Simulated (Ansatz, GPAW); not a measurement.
# A 9-layer slab of Ir(100): work function by functional and basis, part 3 of 3

How far do functional and basis move the work function of a 9-layer slab of Ir(100)?

GPAW 26.7.0 and Ansatz 0.2.0; Ansatz plane waves; slab in vacuum with a dipole correction, relaxation (the session's first sound run).

So far, upper work function (eV): step 2 (relaxation, PBE) 5.54; step 4 (OptPBE vdW: xc = "optPBE-vdW", GPAW, PAW setups, GPAW) 5.69; step 5 (self-consistent run: xc = "RPBE") 5.38; step 6 (self-consistent run: xc = "revPBE") 5.40; step 7 (self-consistent run: xc = "LDA") 5.88.

### 8. Self-consistent run: xc = "vdW-DF2"

Level of this step: GPAW, PAW setups; slab in vacuum (GPAW).

The same geometry under vdW-DF2, to see how far the functional moves the levels against the vacuum (the van der Waals functionals take revPBE setups).

Contents of run.py:

```python
import json
import numpy as np
from ase import Atoms
from gpaw import GPAW, PW

slab = Atoms(
    ['Ir', 'Ir', 'Ir', 'Ir', 'Ir', 'Ir', 'Ir', 'Ir', 'Ir'],
    positions=[
        [0.00000, 0.00000, 7.00000],
        [1.35765, 1.35765, 8.92000],
        [0.00000, 0.00000, 10.84000],
        [1.35765, 1.35765, 12.76000],
        [0.00000, -0.00000, 14.71042],
        [1.35765, 1.35765, 16.64985],
        [0.00000, 0.00000, 18.60302],
        [1.35765, 1.35765, 20.56618],
        [0.00000, -0.00000, 22.41191]],
    cell=[[2.71529, 0.0, 0.0], [0.0, 2.71529, 0.0], [0.0, 0.0, 29.36]],
    pbc=[True, True, False])

slab.calc = GPAW(mode=PW(400), xc='vdW-DF2', kpts={'size': (12, 12, 1), 'gamma': True},
                 occupations={'name': 'fermi-dirac', 'width': 0.1}, nbands='160%',
                 convergence={'density': 1e-05}, maxiter=200,
                 poissonsolver={'dipolelayer': 'xy'},
                 symmetry={'tolerance': 1e-3}, txt='slab.txt')
result = {}
energy = slab.get_potential_energy()
fermi = slab.calc.get_fermi_level()
v = slab.calc.get_electrostatic_potential().mean((0, 1)) - fermi
n = slab.calc.get_pseudo_density().mean((0, 1))
L = slab.cell[2, 2]
z = np.arange(len(v)) * L / len(v)
low, high = slab.positions[:, 2].min(), slab.positions[:, 2].max()
below, above = np.interp([low - 4.8, high + 4.8], z, v)
slopes = [np.interp(x, z, np.gradient(v, z)) for x in (low - 4.8, high + 4.8)]
eps = np.array([[slab.calc.get_eigenvalues(k, s) for k in range(len(slab.calc.get_ibz_k_points()))]
                for s in range(slab.calc.get_number_of_spins())]) - fermi
top, bottom = eps[eps < 0].max(), eps[eps > 0].min()
dipole = slab.get_dipole_moment()[2]
print(f'energy {energy:.4f} eV, Fermi level {fermi:.4f} eV, dipole {dipole:.5f} e A')
print(f'potential 4.8 A off the faces, from the Fermi level: lower {below:.4f} eV, upper {above:.4f} eV')
print(f'slope of the potential there: lower {slopes[0]:.5f}, upper {slopes[1]:.5f} eV/A')
print(f'nearest levels on the mesh: {top:.4f} and {bottom:.4f} eV')
print('magnetic moment', round(slab.get_magnetic_moment(), 3))
result.update(energy=energy, fermi=fermi, dipole=dipole, below=below, above=above, slopes=slopes, edges=[top, bottom],
              z=z.tolist(), v=v.tolist(), n=n.tolist(), positions=slab.positions.tolist(),
              forces=slab.get_forces(apply_constraint=False).tolist(), moments=slab.get_magnetic_moments().tolist())
json.dump(result, open('result.json', 'w'))
```

Run with:

```bash
> OMP_NUM_THREADS=1 OPENBLAS_NUM_THREADS=1 python run.py
```

Numbers of over 12 decimals in the logs are rounded to 6 here.

Output:

```text
energy -1476.8560 eV, Fermi level 6.5263 eV, dipole -0.00019 e A
potential 4.8 A off the faces, from the Fermi level: lower 5.7900 eV, upper 5.7973 eV
slope of the potential there: lower -0.00084, upper 0.00096 eV/A
nearest levels on the mesh: -0.0040 and 0.0013 eV
magnetic moment 0.0
```

Wall time 6.1 min (1 thread of INTEL XEON PLATINUM 8581C at 2.30GHz (Emerald Rapids), shared host); peak memory 0.55 GiB.

This step gave:

```
dipole along the normal                    : -1.92e-4 e·Å
levels nearest the Fermi level on the mesh : -0.004001, 0.001306 eV from the Fermi level
upper work function                        : 5.797 eV
lower work function                        : 5.790 eV
```

The electrostatic potential energy of an electron (without an applied field's), less the Fermi level, planar mean oscillates, so the rows of the table below give means over windows of 1.89 Å about each position, cut where the curve ends. Its maxima inside the range that stand out by 2 % of the span (Å: eV): 8.0: -4.70, 9.9: -5.10, 11.8: -5.19, 13.7: -4.63, 15.7: -4.87, 17.6: -4.59, 19.6: -4.50, 21.5: -5.84. Its minima: 7.0: -26.1, 8.9: -26.9, 10.8: -26.8, 12.8: -26.8, 14.7: -26.8, 16.7: -26.8, 18.6: -26.6, 20.6: -27.0, 22.4: -26.2.

Electrostatic potential energy of an electron (without an applied field's), less the Fermi level, planar mean against z; means over each step:

z (Å), electrostatic potential energy of an electron (without an applied field's), less the Fermi level, planar mean (eV) and a bar from the least value:
```
     0.94        5.8 ##############################
     2.83        5.8 ##############################
     4.73        5.3 #############################
     6.62      -12.2 #####
     8.51      -15.0 #
    10.40      -15.2 #
    12.29      -15.2 #
    14.18      -14.8 #
    16.07      -14.9 #
    17.96      -14.6 #
    19.85      -14.5 ##
    21.74      -15.6 
    23.62       -0.8 #####################
    25.52        5.7 ##############################
    27.41        5.8 ##############################
```

The upper face's work function is 5.797 eV, against 5.534 eV in the first plane-wave PBE run at this geometry.

### 9. Real-space grid: mode = "fd"

A real-space grid is a second complete basis, so it checks the plane-wave result.

run.py, as its differences from that of step 8:

```diff
@@ -3,3 +3,3 @@
 from ase import Atoms
-from gpaw import GPAW, PW
+from gpaw import GPAW
 
@@ -20,3 +20,3 @@
 
-slab.calc = GPAW(mode=PW(400), xc='vdW-DF2', kpts={'size': (12, 12, 1), 'gamma': True},
+slab.calc = GPAW(mode='fd', h=0.18, xc='PBE', kpts={'size': (12, 12, 1), 'gamma': True},
                  occupations={'name': 'fermi-dirac', 'width': 0.1}, nbands='160%',
```

Output:

```text
energy -81.9854 eV, Fermi level -5.5320 eV, dipole -0.00017 e A
potential 4.8 A off the faces, from the Fermi level: lower 5.5298 eV, upper 5.5340 eV
slope of the potential there: lower -0.00041, upper 0.00041 eV/A
nearest levels on the mesh: -0.0042 and 0.0017 eV
magnetic moment 0.0
```

It took 49 min on 1 thread; peak memory 2.9 GiB.

This step gave:

| Item | Value |
| --- | --- |
| dipole along the normal | -1.70e-4 e·Å |
| levels nearest the Fermi level on the mesh | -0.004232, 0.001671 eV from the Fermi level |
| upper work function | 5.534 eV |
| lower work function | 5.530 eV |

The electrostatic potential energy of an electron (without an applied field's), less the Fermi level, planar mean oscillates, so the rows of the table below give means over windows of 1.97 Å about each position, cut where the curve ends. Its maxima inside the range that stand out by 2 % of the span (Å: eV): 8.0: -4.32, 9.8: -4.77, 11.8: -4.73, 13.7: -4.33, 15.7: -4.42, 17.6: -4.22, 19.6: -4.12, 21.5: -5.49. Its minima: 7.0: -25.9, 9.0: -26.6, 10.8: -26.7, 12.8: -26.6, 14.7: -26.6, 16.6: -26.7, 18.6: -26.6, 20.6: -26.8, 22.4: -26.1.

Table of electrostatic potential energy of an electron (without an applied field's), less the Fermi level, planar mean by z; means over each step:

```
z (Å)  electrostatic potential energy of an electron (without an applied field's), less the Fermi level, planar mean (eV)
 0.98                                                                                                                5.53
 2.96                                                                                                                5.53
 4.93                                                                                                                4.83
 6.90                                                                                                               -13.0
 8.87                                                                                                               -14.5
10.84                                                                                                               -14.6
12.80                                                                                                               -14.6
14.78                                                                                                               -14.5
16.75                                                                                                               -14.5
18.71                                                                                                               -14.4
20.69                                                                                                               -14.8
22.66                                                                                                               -12.7
24.62                                                                                                                5.05
26.60                                                                                                                5.53
28.57                                                                                                                5.53
```

The upper face's work function is 5.534 eV, against 5.534 eV in the first plane-wave PBE run at this geometry.

### 10. All levels side by side

Times are for 1 thread of INTEL XEON PLATINUM 8581C at 2.30GHz (Emerald Rapids), shared host. The series side by side:

```
no.         run  upper work function (eV)  lower work function (eV)     time  memory (GiB)
  1          pw                     5.534                     5.529  5.9 min          0.41
  2  optPBE vdW                     5.690                     5.684  5.9 min          0.55
  3        RPBE                     5.383                     5.377  5.7 min          0.41
  4      revPBE                     5.402                     5.396  5.7 min          0.41
  5         LDA                     5.879                     5.877  6.2 min          0.41
  6     vdW DF2                     5.797                     5.790  6.1 min          0.55
  7          fd                     5.534                     5.530   49 min           2.9
```

### 11. A second plane-wave code

A second program with its own datasets checks the number independently.

This step: Ansatz plane waves; slab in vacuum with a dipole correction (Ansatz 0.2.0).

Contents of input.yaml:

```yaml
crystal:
  lattice:
    - [2.7152900398, 0.0, 0.0]
    - [0.0, 2.7152900398, 0.0]
    - [0.0, 0.0, 29.36]
  atoms:
    - { symbol: Ir, position: [0.0, 0.0, 0.2384196185] }
    - { symbol: Ir, position: [0.5, 0.5, 0.3038147139] }
    - { symbol: Ir, position: [0.0, 0.0, 0.3692098093] }
    - { symbol: Ir, position: [0.5, 0.5, 0.4346049046] }
    - { symbol: Ir, position: [0.0, 0.0, 0.5010360036] }
    - { symbol: Ir, position: [0.5, 0.5, 0.5670929165] }
    - { symbol: Ir, position: [0.0, 0.0, 0.6336177677] }
    - { symbol: Ir, position: [0.5, 0.5, 0.700482873] }
    - { symbol: Ir, position: [0.0, 0.0, 0.7633484025] }
kpoints:
  mp_grid: { grid: [12, 12, 1] }
hamiltonian:
  xc: pbe
scf:
  occupations: { method: fermi_dirac, width: 0.1 }
efield:
  axis: 3
  dipole_correction: true
  ramp_width: 0.05
output:
  forces: true
  write_potential: true
  write_density: true
  volumetric_format: npy
  elf: true
```

Run with:

```bash
> ansatz run input.yaml --threads 4 --pin off --max-ram 8192MiB --backend cpu --events-out ev --progress --plain --runs-dir out
```

Output:

```text
[...]
Crystal: 9 atoms, lattice volume = 216.465 Å³
Basis set: ecut = 420 eV, 4319 PW (Γ), exchange–correlation on 40×40×400 points (8 copies of the dense FFT grid, shifted against one another)
Bands: 92, of which v1, the nominal top of the filled ones, is band 77 counted from 1 (76 counted from 0)
Symmetry: 8 space group operations
[...]
k-points: 28 of 144
[...]
SCF iter   1: F=—  HF=-107415.364662 eV  |F-HF|=—  |Δ(HF+E_count)|=         —  Δρ=1.35e-2  dr2=1.24e1  ethr=1.77e-3  p=0.003 e·Å  D=2.74e-3 V/Å  ΔV_dip=-0.08 eV  dr2_dipole=3.55e-2  V_vac-E_F(+/−)=4.93/5.01 eV  ⟨swp⟩=7.0  Hψ=10144  notcnv=0  defer=16
[...]
SCF iter   9: F=-107415.248320 eV  HF=-107415.248320 eV  |F-HF|=1.03e-8  |Δ(HF+E_count)|=   1.77e-7  Δρ=2.73e-6  dr2=3.65e-8  ethr=6.54e-11  p=-0.000 e·Å  D=-1.30e-4 V/Å  ΔV_dip=0.00 eV  dr2_dipole=2.51e-13  V_vac-E_F(+/−)=5.54/5.54 eV  ⟨swp⟩=19.0  Hψ=22070  notcnv=0
SCF 1 converged in 9 iterations: F = -107415.248320 eV  dr2 = 3.65e-8
[...]
SCF converged after 9 iterations
Free energy (F): -107415.248320 eV
[...]
Internal energy: -107414.945372 eV  (E = F + TS)
E sigma→0 (E₀):  -107415.096846 eV
Entropy (-TS):   -0.302948 eV (-33.661 meV/atom)
Fermi energy:    12.863273 eV
Dipole field:    D = -0.000129 V/Å  (p = -0.000155 e·Å, saw-weighted, corrected)
Work function:   Φ+ = 5.5444 eV   Φ− = 5.5406 eV
[...]
--- Forces (eV/Å), atoms counted from 1 ---
  atom   1  Ir     0.00000000    -0.00000000     0.67291556
  atom   2  Ir    -0.00000000     0.00000000    -1.04542511
  atom   3  Ir    -0.00000000    -0.00000000    -0.08100787
  atom   4  Ir     0.00000000    -0.00000000     0.44589549
  atom   5  Ir    -0.00000000     0.00000000    -0.00227245
  atom   6  Ir     0.00000000    -0.00000000     0.00410911
  atom   7  Ir    -0.00000000    -0.00000000    -0.00045612
  atom   8  Ir     0.00000000     0.00000000     0.00364505
  atom   9  Ir     0.00000000    -0.00000000     0.00259375
  max |Σ_I F_I| component: 2.59e-6 eV/Å
--- Band table (eV; the first three rows and the last of 28) ---
  k-point 0: bands = [... 73 lower, 12.1905, 12.2920, 12.2920, 12.5201, 12.7153, 12.8961, 13.1428, 13.1428, ... 11 higher]
  k-point 1: bands = [... 73 lower, 11.9295, 12.0284, 12.2492, 12.4692, 12.5102, 12.7788, 12.8691, 13.0163, ... 11 higher]
  k-point 2: bands = [... 73 lower, 11.7082, 11.7706, 11.9895, 12.0728, 12.1533, 12.5582, 12.7695, 12.9199, ... 11 higher]
  k-point 27: bands = [... 73 lower, 14.3659, 14.3979, 14.4140, 14.4282, 14.4316, 14.4885, 15.0376, 15.1512, ... 11 higher]
```

The job ended after 8.7 s (4 threads; peak memory 0.96 GiB).

The column dr2 measures how far the density is from self-consistency, as an energy; F and HF (Harris–Foulkes) agree once it is small.

This step gave:

```yaml
upper_work_function: 5.544 eV
lower_work_function: 5.541 eV
dipole_along_the_normal: -1.55e-4 e·Å
dipole_field: -1.29e-4 V/Å
```

The electrostatic potential energy of an electron (with the applied field's), less the Fermi level, planar mean oscillates, so the rows of the table below give means over windows of 1.91 Å about each position, cut where the curve ends. Its maxima inside the range that stand out by 2 % of the span (Å: eV): 7.9: -4.61, 9.8: -5.10, 11.7: -5.18, 13.8: -4.71, 15.7: -4.68, 17.6: -4.43, 19.5: -4.49, 21.4: -6.13. Its minima: 7.0: -20.3, 9.0: -21.0, 10.9: -21.0, 12.8: -21.0, 14.7: -20.9, 16.6: -20.9, 18.6: -20.9, 20.6: -21.1, 22.5: -20.4.

The electrostatic potential energy of an electron (with the applied field's), less the Fermi level, planar mean by z; means over each step:

z (Å), electrostatic potential energy of an electron (with the applied field's), less the Fermi level, planar mean (eV) and a bar from the least value:
```
     0.95        5.5 ##############################
     2.86        5.5 ##############################
     4.77        5.1 #############################
     6.68      -11.0 ####
     8.59      -13.4 
    10.50      -13.6 
    12.41      -13.5 
    14.32      -13.3 #
    16.23      -13.4 
    18.14      -13.2 #
    20.05      -13.2 #
    21.96      -13.7 
    23.87        1.9 ########################
    25.78        5.5 ##############################
    27.69        5.5 ##############################
```

The valence density, planar mean oscillates, so the rows of the table below give means over windows of 1.91 Å about each position, cut where the curve ends. Its maxima inside the range that stand out by 2 % of the span (Å: e/Å³): 7.0: 1.94, 9.0: 1.96, 10.9: 1.96, 12.8: 1.96, 14.7: 1.96, 16.6: 1.95, 18.6: 1.95, 20.6: 1.96, 22.5: 1.93. Its minima: 7.9: 0.511, 9.8: 0.511, 11.7: 0.513, 13.8: 0.493, 15.7: 0.493, 17.6: 0.481, 19.5: 0.483, 21.4: 0.576.

Valence density, planar mean against z; means over each step:

```
z (Å)  valence density, planar mean (e/Å³)
 2.86                               1.0e-4
 4.77                               0.0184
 6.68                                 1.09
 8.59                                 1.20
10.50                                 1.20
12.41                                 1.20
14.32                                 1.19
16.23                                 1.19
18.14                                 1.18
20.05                                 1.18
21.96                                 1.24
23.87                                0.179
25.78                               8.1e-4
27.69                               4.5e-6
```

Force by atom:

```
atom  x (eV/Å)  y (eV/Å)  z (eV/Å)  size
 Ir1      0.00      0.00      0.67  0.67
 Ir2      0.00      0.00     -1.05  1.05
 Ir3      0.00      0.00     -0.08  0.08
 Ir4      0.00      0.00      0.45  0.45
 Ir5      0.00      0.00      0.00  0.00
 Ir6      0.00      0.00      0.00  0.00
 Ir7      0.00      0.00      0.00  0.00
 Ir8      0.00      0.00      0.00  0.00
 Ir9      0.00      0.00      0.00  0.00
```

Valence density in the ca plane at fractional y = 0.000, with atoms of Ir within 0.2 Å of it. It is the smooth field of the valence electrons, not physical close to the nuclei.

Ten even steps from '0' (0.0 e/Å³) to '9' (8.9 e/Å³), each cell a mean:
```
30000003797200000148961000002698300000000000
10000001353100000014420000001343100000000000
00000000110000000001100000000011000000000000
00000000000000000000000000000000000000000000
00000000000000000000000000000000000000000000
10000000232000000012210000000132000000000000
20000002675100000036741000001576200000000000
41000003898200000159971000002899400000000000
```
Columns run along c (16.0 Å, from fractional 0.39 to 0.93 of the cell), rows up along a (2.7 Å). Atoms in or near the plane, at fractional coordinates: Ir at (0.50, 0.00), Ir at (0.63, 0.00), Ir at (0.76, 0.00).

Electrostatic potential energy in the ca plane at fractional y = 0.000, with atoms of Ir within 0.2 Å of it. With pseudopotentials it is smooth inside the atoms' cores, unlike the true potential.

Ten even steps from '0' (-58 eV) to '9' (18 eV), each cell a mean:
```
37999984000489999720016899985100389999999999
58999986323789999852247999997423689999999999
89999998767899999987678999998767899999999999
99988999888999889998899998999988999999999999
89999998888999999988889998999888999999999999
78999987545799999864468999998545799999999999
47999985101589999731026899986201489999999999
27999973000489999620015899984000379999999999
```
Columns run along c (16.0 Å, from fractional 0.39 to 0.93 of the cell; values clipped at the 3rd and 97th percentile), rows up along a (2.7 Å). Atoms in or near the plane, at fractional coordinates: Ir at (0.50, 0.00), Ir at (0.63, 0.00), Ir at (0.76, 0.00).

ELF in the ca plane at fractional y = 0.000, with atoms of Ir within 0.2 Å of it. It is the smooth field of the valence electrons, not physical close to the nuclei.

Ten even steps from '0' (0.00) to '9' (0.67), each cell a mean:
```
84322348989743223589896332347989853210000000
54433445797443334458864433344798643210000000
34444443454344444434544444443455443210000000
44455444454444554444444445444445553210000000
44444444444444544444444444443345543210000000
44444444676444444446753443444577533210000000
74333346999643233479985332346999743210000000
95322348859843223597696322248968953210000000
```
Columns run along c (16.0 Å, from fractional 0.39 to 0.93 of the cell), rows up along a (2.7 Å). Atoms in or near the plane, at fractional coordinates: Ir at (0.50, 0.00), Ir at (0.63, 0.00), Ir at (0.76, 0.00).

The upper face's work function is 5.544 eV, against 5.534 eV in the first plane-wave PBE run at this geometry.

### 12. Side by side

Results and costs are gathered.

This step: comparison of work functions, dipole and cost (GPAW 26.7.0).

Ladder, by row:

```
      step    code  work function, upper (eV)  work function, lower (eV)  dipole (e Å)  wall time (s)  peak memory (GiB)  threads
        pw    GPAW                      5.534                      5.529      -9.63e-5          353.6               0.41        1
optPBE-vdW    GPAW                       5.69                      5.684      -1.39e-4          356.8               0.55        1
      RPBE    GPAW                      5.383                      5.377      -1.54e-4          342.9               0.41        1
    revPBE    GPAW                      5.402                      5.396      -1.26e-4          343.7               0.41        1
       LDA    GPAW                      5.879                      5.877       2.41e-5          373.3               0.41        1
   vdW-DF2    GPAW                      5.797                       5.79      -1.92e-4          364.9               0.55        1
        fd    GPAW                      5.534                       5.53      -1.70e-4           2912               2.89        1
    ansatz  Ansatz                      5.544                      5.541      -1.55e-4           8.71              0.964        4
```

### 13. Results

* work function, both faces: 5.53 eV
* dipole along the normal: -9.6e-5 e Å, near the numerical noise

What this shows: With plane waves and PBE the work function is 5.53 eV on the upper face and 5.53 eV on the lower. The measured value for this face is 5.96 eV (as compiled in "Anisotropic work function of elemental crystals", 2019, arxiv:1902.07811); the relaxed upper face lies 0.43 eV under it with PBE, and LDA comes nearest (5.88 eV). Measured work functions scatter by a tenth of an eV or more between methods. The clean face reconstructs (W and Mo (100) only when cold), while this slab is an unreconstructed 1×1 cell, so the two are not the same surface. Over the sound runs of the table the upper face's work function spans 5.383 (RPBE) to 5.879 eV (LDA). The two plane-wave codes differ by 0.011 eV on the upper face. The in-plane lattice was kept as typed, which isn't the functional's own and leaves some strain; spin-orbit coupling and temperature are left out.

[Logs are printed without paths, hosts, clocks, repeated set-up lines and the standing remarks that a program may print on its own settings, such as how far it seeks lower states.]

[Hosts, paths, dates, database ids (printed as entryN), source tags and the programs' standing remarks are cut or masked in the printed files.]
